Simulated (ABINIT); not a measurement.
# How the form of the self-energy moves the gap of CsGeCl3 (R3m)

Wanted: the gap of CsGeCl3 (R3m) under several approximations, with cost.

Calculated with ABINIT 10.8.3; LDA and many-body steps on it, plane waves.

This is a report of a sequence of runs, with most program output left out.

## Step 1: Set-up

It takes space group R3m (No. 160, trigonal). The conventional cell has a = 7.694 Å, b = 7.694 Å, c = 9.535 Å, α = 90.00°, β = 90.00°, γ = 120.00°. Cs has 12 Cl at 3.86 to 3.90 Å nearest. Nearest to Ge lie 3 Cl at 2.37 Å. Nearest to Cl lie 2 Ge at 2.37 to 3.10 Å and 4 Cs at 3.86 to 3.90 Å. Farther neighbours and most contacts between anions are not listed.

The cell and positions are those that the Materials Project relaxed with its own functionals (PBE, PBE+U or r2SCAN), kept fixed. Spin-orbit coupling is left out unless a step names it.

## Step 2: Empty states on the mesh, 2×2×2 mesh, 276 bands

This step: ABINIT 10.8.3; DFT, LDA, plane waves, norm-conserving pseudopotentials.

The sums over transitions need many empty states on a uniform mesh; this step solves for them.

Contents of run.abi:

```
acell 3*1.0 Angstrom
rprim 
  3.846816390705 2.220960478697 3.178300533600
  -3.846816390705 2.220960478697 3.178300533600
  -0.000000000000 -4.441920957394 3.178300533600
ntypat 3
znucl 55 32 17
natom 5
typat 1 2 3 3 3
xred 
  0.998403350000 0.998403350000 0.998403350000
  0.515533150000 0.515533150000 0.515533150000
  0.496712670000 0.496712670000 0.948638170000
  0.496712670000 0.948638170000 0.496712670000
  0.948638170000 0.496712670000 0.496712670000
pp_dirpath "pseudos"
pseudos "Cs.upf, Ge.upf, Cl.upf"
ecut 56
ngkpt 2 2 2
nshiftk 1
shiftk 0 0 0
kptopt 1
chksymbreak 0
iscf -2
irdden 1
istwfk *1
nband 276
nbdbuf 24
tolwfr 1e-09
nstep 60
prtvol 0
indata_prefix "in"
outdata_prefix "out"
tmpdata_prefix "tmp"
```

Command:

```
$ OMP_NUM_THREADS=1 mpirun -n 4 abinit run.abi > log
```

Wall time 7.7 min (4 MPI ranks of Intel Xeon Platinum 8375C at 2.90GHz (Ice Lake), shared host); peak memory 0.9 GiB; 31 min of CPU time.

This step gave:

```yaml
gap: 1.977 eV
k_of_the_valence_top: 0.5, 0.5, 0.5
k_of_the_conduction_bottom: 0.5, 0.5, 0.5
least_direct_gap: 1.977 eV
k_points_computed: 4
lowest_point_of_the_top_converged_band_above_the_valence_top: 64.4151 eV
```

On this mesh the gap is 1.977 eV.

The density comes from a self-consistent run that is not shown.

## Step 3: Screening, 2×2×2 mesh, 252 bands, screening to 152.4 eV

The RPA dielectric matrix is built and inverted for each q.

This step: RPA screening on LDA, plane waves, norm-conserving pseudopotentials.

run.abi: that of step 2 with these lines changed.

```diff
@@ -23,10 +23,11 @@
 chksymbreak 0
-iscf -2
-irdden 1
 istwfk *1
-nband 276
-nbdbuf 24
-tolwfr 1e-09
-nstep 60
-prtvol 0
+occopt 1
+irdwfk 1
+optdriver 3
+nband 252
+ecuteps 5.6
+inclvkb 2
+awtr 1
+symchi 1
 indata_prefix "in"
```

Wall time 3.3 min (4 MPI ranks); peak memory 3.5 GiB; 13 min of CPU time.

This step gave:

```yaml
eps_infinity_with_local_fields_on_this_mesh_along_the_program_s_q_direction: 5.962
the_same_without_local_fields: 7.234
plasma_frequency: 20.98 eV
plane_waves_in_the_screening_matrix: 739
```

Local fields lower ε∞ by 18 %. On a Γ-centred mesh this coarse the value itself is usually too large, while a short band sum pulls it down.

## Step 4: G0W0, Godby-Needs plasmon pole

The self-energy is evaluated for the states that the input lists, and the levels follow from it, in one-shot runs by the linearised quasiparticle equation.

This step: G0W0 on LDA, plane waves, norm-conserving pseudopotentials.

run.abi: that of step 3 with these lines changed.

```diff
@@ -26,8 +26,17 @@
 irdwfk 1
-optdriver 3
+optdriver 4
 nband 252
+gwcalctyp 0
+ecutsigx 56
+symsigma 1
+nkptgw 2
+kptgw 
+  0.5000000000 0.5000000000 0.5000000000
+  0.0000000000 0.0000000000 0.0000000000
+bdgw 
+  25 28
+  24 29
 ecuteps 5.6
-inclvkb 2
-awtr 1
-symchi 1
+irdscr 1
+ppmodel 1
 indata_prefix "in"
```

It took 73 s on 4 MPI ranks; peak memory 2.9 GiB; 4.9 min of CPU time.

Numbers from this step:

```yaml
g0w0_gap_on_the_points_computed: 3.652 eV
starting_gap_on_the_mesh: 1.977 eV
k_of_the_valence_top: 0.5, 0.5, 0.5
k_of_the_conduction_bottom: 0.5, 0.5, 0.5
z_at_the_valence_top: 0.786
z_at_the_conduction_bottom: 0.807
least_direct_g0w0_gap_on_the_computed_points: 3.652 eV
```

The gap on the mesh goes from 1.98 eV to 3.65 eV, a correction of +1.67 eV.

## Step 5: G0W0, Hybertsen-Louie plasmon pole

run.abi: that of step 4 with these lines changed.

```diff
@@ -40,3 +40,3 @@
 irdscr 1
-ppmodel 1
+ppmodel 2
 indata_prefix "in"
```

Wall time 68 s (4 MPI ranks); peak memory 2.8 GiB.

Numbers from this step:

```
G0W0 gap on the points computed              : 4.08 eV
starting gap on the mesh                     : 1.977 eV
k of the valence top                         : 0.5, 0.5, 0.5
k of the conduction bottom                   : 0.5, 0.5, 0.5
Z at the valence top                         : 0.848
Z at the conduction bottom                   : 0.858
least direct G0W0 gap on the computed points : 4.08 eV
```

Against G0W0 in ABINIT (2×2×2 mesh, 252 bands, screening to 152.4 eV, Godby-Needs plasmon pole), the gap moves by +0.428 eV.

## Step 6: G0W0, von der Linden-Horsch plasmon pole

run.abi: that of step 5 with these lines changed.

```diff
@@ -40,3 +40,3 @@
 irdscr 1
-ppmodel 2
+ppmodel 3
 indata_prefix "in"
```

Wall time 59 s (4 MPI ranks); peak memory 2.6 GiB; 3.9 min of CPU time.

This step gave:

* G0W0 gap on the points computed: 3.797 eV
* starting gap on the mesh: 1.977 eV
* k of the valence top: 0.5, 0.5, 0.5
* k of the conduction bottom: 0.5, 0.5, 0.5
* least direct G0W0 gap on the computed points: 3.797 eV

Against G0W0 in ABINIT (2×2×2 mesh, 252 bands, screening to 152.4 eV, Godby-Needs plasmon pole), the gap moves by +0.145 eV.

## Step 7: G0W0, Engel-Farid plasmon pole

run.abi: that of step 6 with these lines changed.

```diff
@@ -40,3 +40,3 @@
 irdscr 1
-ppmodel 3
+ppmodel 4
 indata_prefix "in"
```

Elapsed: 54 s, on 4 MPI ranks; peak memory 2.6 GiB.

Numbers from this step:

| Property | Result |
| --- | --- |
| G0W0 gap on the points computed | 3.737 eV |
| starting gap on the mesh | 1.977 eV |
| k of the valence top | 0.5, 0.5, 0.5 |
| k of the conduction bottom | 0.5, 0.5, 0.5 |
| least direct G0W0 gap on the computed points | 3.737 eV |

Against G0W0 in ABINIT (2×2×2 mesh, 252 bands, screening to 152.4 eV, Godby-Needs plasmon pole), the gap moves by +0.085 eV.

## Step 8: One-shot Hartree-Fock

This step: one-shot Hartree-Fock on LDA, plane waves, norm-conserving pseudopotentials.

run.abi: that of step 7 with these lines changed.

```diff
@@ -27,4 +27,4 @@
 optdriver 4
-nband 252
-gwcalctyp 0
+nband 30
+gwcalctyp 5
 ecutsigx 56
@@ -38,5 +38,4 @@
   24 29
-ecuteps 5.6
-irdscr 1
-ppmodel 4
+ixc_sigma 40
+fftgw 31
 indata_prefix "in"
```

Run time: 7.2 s. Hardware: 4 MPI ranks; peak memory 1.6 GiB.

Numbers from this step:

```yaml
quasiparticle_gap_on_the_points_computed: 8.723 eV
starting_gap_on_the_mesh: 1.977 eV
k_of_the_valence_top: 0.5, 0.5, 0.5
k_of_the_conduction_bottom: 0.5, 0.5, 0.5
least_direct_quasiparticle_gap_on_the_computed_points: 8.723 eV
```

Against G0W0 in ABINIT (2×2×2 mesh, 252 bands, screening to 152.4 eV, Godby-Needs plasmon pole), the gap moves by +5.071 eV.

## Step 9: Screening, 2×2×2 mesh, 252 bands, screening to 152.4 eV

This step: RPA screening on LDA, plane waves, norm-conserving pseudopotentials.

run.abi: that of step 8 with these lines changed.

```diff
@@ -26,16 +26,11 @@
 irdwfk 1
-optdriver 4
-nband 30
-gwcalctyp 5
-ecutsigx 56
-symsigma 1
-nkptgw 2
-kptgw 
-  0.5000000000 0.5000000000 0.5000000000
-  0.0000000000 0.0000000000 0.0000000000
-bdgw 
-  25 28
-  24 29
-ixc_sigma 40
-fftgw 31
+optdriver 3
+nband 252
+ecuteps 5.6
+inclvkb 2
+awtr 1
+symchi 1
+gwcalctyp 1
+nfreqre 0
+nfreqim 16
 indata_prefix "in"
```

It took 8.1 min on 4 MPI ranks; peak memory 4 GiB.

Numbers from this step:

```
ε∞ with local fields, on this mesh, along the program's q direction : 5.962
the same without local fields                                       : 7.234
plasma frequency                                                    : 20.98 eV
plane waves in the screening matrix                                 : 739
```

## Step 10: G0W0, analytic continuation

This step: G0W0 on LDA, plane waves, norm-conserving pseudopotentials.

run.abi: that of step 9 with these lines changed.

```diff
@@ -26,11 +26,18 @@
 irdwfk 1
-optdriver 3
+optdriver 4
 nband 252
+gwcalctyp 1
+ecutsigx 56
+symsigma 1
+nkptgw 2
+kptgw 
+  0.5000000000 0.5000000000 0.5000000000
+  0.0000000000 0.0000000000 0.0000000000
+bdgw 
+  25 28
+  24 29
 ecuteps 5.6
-inclvkb 2
-awtr 1
-symchi 1
-gwcalctyp 1
-nfreqre 0
-nfreqim 16
+irdscr 1
+nomegasi 12
+omegasimax 25 eV
 indata_prefix "in"
```

The job ended after 74 s (4 MPI ranks; peak memory 4.1 GiB; 4.9 min of CPU time).

This step gave:

- G0W0 gap on the points computed: 3.51 eV
- starting gap on the mesh: 1.977 eV
- k of the valence top: 0.5, 0.5, 0.5
- k of the conduction bottom: 0.5, 0.5, 0.5
- least direct G0W0 gap on the computed points: 3.51 eV

Against G0W0 in ABINIT (2×2×2 mesh, 252 bands, screening to 152.4 eV, Godby-Needs plasmon pole), the gap moves by −0.142 eV.

## Step 11: Side by side

Times are wall times on 4 MPI ranks of Intel Xeon Platinum 8375C at 2.90GHz (Ice Lake), shared host, good to a factor of about two. A run's time includes the screening step that it read.

```csv
run,mesh,bands,screening cutoff (eV),DFT gap (eV),gap on the mesh (eV),direct (eV),ε∞ used,time
"G0W0, Godby-Needs plasmon pole",2×2×2,252,152.4,1.977,3.652,3.652,5.96,4.6 min
"G0W0, Hybertsen-Louie plasmon pole",2×2×2,252,152.4,1.977,4.080,4.080,5.96,4.5 min
"G0W0, von der Linden-Horsch plasmon pole",2×2×2,252,152.4,1.977,3.797,3.797,5.96,4.3 min
"G0W0, Engel-Farid plasmon pole",2×2×2,252,152.4,1.977,3.737,3.737,5.96,4.2 min
one-shot Hartree-Fock,2×2×2,-,-,1.977,8.723,8.723,-,7.2 s
"G0W0, analytic continuation",2×2×2,252,152.4,1.977,3.510,3.510,5.96,9.3 min
```

## Step 12: What came out

```
G0W0, Godby-Needs plasmon pole           : 3.652 eV
G0W0, Hybertsen-Louie plasmon pole       : 4.080 eV
G0W0, von der Linden-Horsch plasmon pole : 3.797 eV
G0W0, Engel-Farid plasmon pole           : 3.737 eV
one-shot Hartree-Fock                    : 8.723 eV
G0W0, analytic continuation              : 3.510 eV
known limits                             : not at the basis limit; no spin-orbit coupling; coarse k mesh
```

What this shows: G0W0, Hybertsen-Louie plasmon pole: +0.428 eV against G0W0, Godby-Needs plasmon pole. G0W0, von der Linden-Horsch plasmon pole: +0.145 eV against G0W0, Godby-Needs plasmon pole. G0W0, Engel-Farid plasmon pole: +0.085 eV against G0W0, Godby-Needs plasmon pole. One-shot Hartree-Fock: +5.071 eV against G0W0, Godby-Needs plasmon pole. G0W0, analytic continuation: −0.142 eV against G0W0, Godby-Needs plasmon pole. Bare exchange alone opens the gap to 8.72 eV; against G0W0, correlation takes back 5.07 eV. Bands and cutoff are finite, so the gap is not at the basis limit. The miss can reach some tenths of an eV and take either sign; the mesh is an error of its own. In the G0W0 runs levels were corrected at 2 k points alone, so a gap called «on the mesh» is the least over those, and an edge elsewhere would be missed. The 2×2×2 mesh is coarse for this cell, which bears on the long-range parts of exchange and screening. The many-body steps are scalar-relativistic: spin-orbit coupling is not in them.

[Paths, hosts, dates, memory and timing lines, banners, echoed tables and standing remarks are left out of the program output.]

[Logs are printed without paths, hosts, clocks, repeated set-up lines and the standing remarks that a program may print on its own settings, such as how far it seeks lower states.]

[Runs of the session that timed out or met a known fault of the program may be left out.]

[Hosts, paths, dates, database ids (printed as entryN), source tags and the programs' standing remarks are cut or masked in the printed files.]

[G0W0 gaps are taken among the corrected bands and points alone; a level outside them can change the order at an edge.]

[Where Ansatz stands beside ABINIT at settings called matched, ABINIT's density can come from a denser mesh and the files from another edition; pairs whose starting gaps differed by over 0.03 eV were left out, so agreement reads better than it is.]
